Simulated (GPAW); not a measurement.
YCoC (P4_2/mmc), Co K edge of atom 3, with 2 C at 1.81 Å (linear, site symmetry mmm). Method: GPAW, LDA, excited-electron core hole (neutral cell), 24-atom cell with 7.3 Å between holes, 3×3×3 k points, dipole transitions, Gaussian full width 1.33 eV up to 4 eV, rising linearly to 3.5 eV at 25 eV.

```xyz
6
Lattice="3.6271 0.0000 0.0000 0.0000 3.6271 0.0000 0.0000 0.0000 6.9147" Properties=species:S:1:pos:R:3 pbc="T T T"
Y     0.0000    0.0000    1.7287
Y     0.0000    0.0000    5.1860
Co    1.8136    1.8136    3.4573
Co    1.8136    1.8136    0.0000
C     0.0000    1.8136    0.0000
C     1.8136    0.0000    3.4573
```

Energy from the lowest empty level; a common scale on which the isotropic spectrum has a mean of 1 over the first 20 eV.

```tsv
E (eV)	curve 1	curve 2
-2.0	0.00	0.00
-1.0	0.02	0.03
0.0	0.20	0.27
1.0	0.37	0.43
2.0	0.45	1.03
3.0	0.53	0.71
4.0	0.39	0.37
5.0	0.35	0.36
6.0	0.31	0.49
7.0	0.29	0.74
8.0	0.53	1.05
9.0	1.04	1.35
10.0	1.71	2.22
11.0	1.88	2.81
12.0	1.14	2.62
13.0	0.72	2.15
14.0	0.78	1.68
15.0	0.94	1.29
16.0	1.04	1.03
17.0	1.17	0.96
18.0	1.49	0.99
19.0	1.81	1.05
20.0	1.83	1.11
21.0	1.65	1.20
22.0	1.56	1.29
23.0	1.62	1.35
24.0	1.68	1.40
25.0	1.66	1.46
26.0	1.59	1.54
27.0	1.60	1.64
28.0	1.76	1.75
29.0	2.05	1.84
30.0	2.33	1.94
31.0	2.44	2.08
32.0	2.33	2.17
```

**Question.** The curves are for the electric vector along different Cartesian axes of the cell as given, averaged over the symmetry-equivalent atoms. Which is which?

Curve 1: along x (⊥ c) (the other in-plane axis gives the same curve within 3 %), main maxima 3.1 eV (0.53), 10.7 eV (1.95), 19.6 eV (1.86) and 24.2 eV (1.69). Curve 2: along z (c), main maxima 2.1 eV (1.03) and 11.2 eV (2.82). A K edge sees empty p states, which here mix into the lowest empty bands, so that weight starts at the zero. Each direction probes the empty orbitals that point along it. The hole lies in one spin channel, while the script sums the empty states of both and takes the lower zero; where the two channels are split, this blurs and shifts the curve. Quadrupole 1s→3d transitions, which feed the pre-edge, are not in the dipole spectrum.

[Banner, clock and machine lines of the logs are left out without a mark of their own.]

[Logs are printed without paths, hosts, clocks, repeated set-up lines and the standing remarks that a program may print on its own settings, such as how far it seeks lower states.]

[Hosts, paths, dates, database ids (printed as entryN), source tags and the programs' standing remarks are cut or masked in the printed files.]

[Lists of maxima count a maximum above −3 eV only where it reaches 4 % of the highest in the window and stands out from its surroundings by 2 % of it (1.5 % where it reaches 55 %); shoulders and weaker maxima are passed over, and of the rest the first, up to two pre-edge ones and the few strongest are named.]
